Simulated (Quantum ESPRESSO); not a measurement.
Two runs for the O K edge of atom 3 in TiO2 (Anatase, I4_1/amd). Run A: Quantum ESPRESSO XSpectra, PBE, full core hole (charged cell), 12-atom cell with 5.4 Å between holes, 5×4×5 k points, dipole transitions, Lorentzian half width 0.4 eV. Run B differs in one choice.

Energy from the lowest empty level; intensity scaled to a mean of 1 over the first 20 eV:

| E (eV) | A | B |
| --- | --- | --- |
| -2.00 | 0.06 | 0.05 |
| -1.25 | 0.09 | 0.07 |
| -0.50 | 0.16 | 0.13 |
| 0.25 | 0.43 | 0.37 |
| 1.00 | 1.48 | 1.68 |
| 1.75 | 1.23 | 1.24 |
| 2.50 | 0.81 | 0.72 |
| 3.25 | 1.62 | 1.74 |
| 4.00 | 1.77 | 1.80 |
| 4.75 | 1.27 | 1.26 |
| 5.50 | 0.47 | 0.57 |
| 6.25 | 0.29 | 0.40 |
| 7.00 | 0.32 | 0.43 |
| 7.75 | 0.48 | 0.57 |
| 8.50 | 0.73 | 0.76 |
| 9.25 | 1.05 | 0.92 |
| 10.00 | 1.04 | 0.96 |
| 10.75 | 1.03 | 0.95 |
| 11.50 | 0.76 | 0.92 |
| 12.25 | 0.87 | 0.98 |
| 13.00 | 1.10 | 1.10 |
| 13.75 | 1.35 | 1.24 |
| 14.50 | 1.78 | 1.35 |
| 15.25 | 1.94 | 1.35 |
| 16.00 | 1.59 | 1.22 |
| 16.75 | 1.01 | 1.04 |
| 17.50 | 0.66 | 0.90 |
| 18.25 | 0.52 | 0.81 |
| 19.00 | 0.58 | 0.78 |
| 19.75 | 0.63 | 0.79 |
| 20.50 | 0.82 | 0.81 |
| 21.25 | 0.98 | 0.82 |
| 22.00 | 1.01 | 0.82 |
| 22.75 | 0.93 | 0.80 |
| 23.50 | 0.77 | 0.78 |
| 24.25 | 0.80 | 0.75 |
| 25.00 | 0.74 | 0.72 |
| 25.75 | 0.60 | 0.69 |
| 26.50 | 0.49 | 0.67 |
| 27.25 | 0.51 | 0.66 |
| 28.00 | 0.50 | 0.66 |
| 28.75 | 0.64 | 0.67 |
| 29.50 | 0.68 | 0.69 |
| 30.25 | 0.67 | 0.72 |
| 31.00 | 0.74 | 0.74 |
| 31.75 | 0.78 | 0.77 |

**Question.** What was changed?
a) the k mesh of the spectrum
b) the volume of the cell
c) the k mesh of the field
d) the broadening

(d): run B changes the broadening from Lorentzian half width 0.4 eV to Lorentzian half width 0.3 eV up to 4 eV, rising linearly to 2.5 eV at 25 eV. The scaled spectrum changes by 18 % r.m.s. Another feature, at 1.3 eV (1.97), becomes the highest below 16 eV; the one at 14.9 eV (2.06) is now at 14.9 eV (1.37). Other settings could leave a like mark; this is the one that was changed.

[Hosts, paths, dates, database ids (printed as entryN), source tags and the programs' standing remarks are cut or masked in the printed files.]

[Lists of maxima count a maximum above −3 eV only where it reaches 4 % of the highest in the window and stands out from its surroundings by 2 % of it (1.5 % where it reaches 55 %); shoulders and weaker maxima are passed over, and of the rest the first, up to two pre-edge ones and the few strongest are named.]
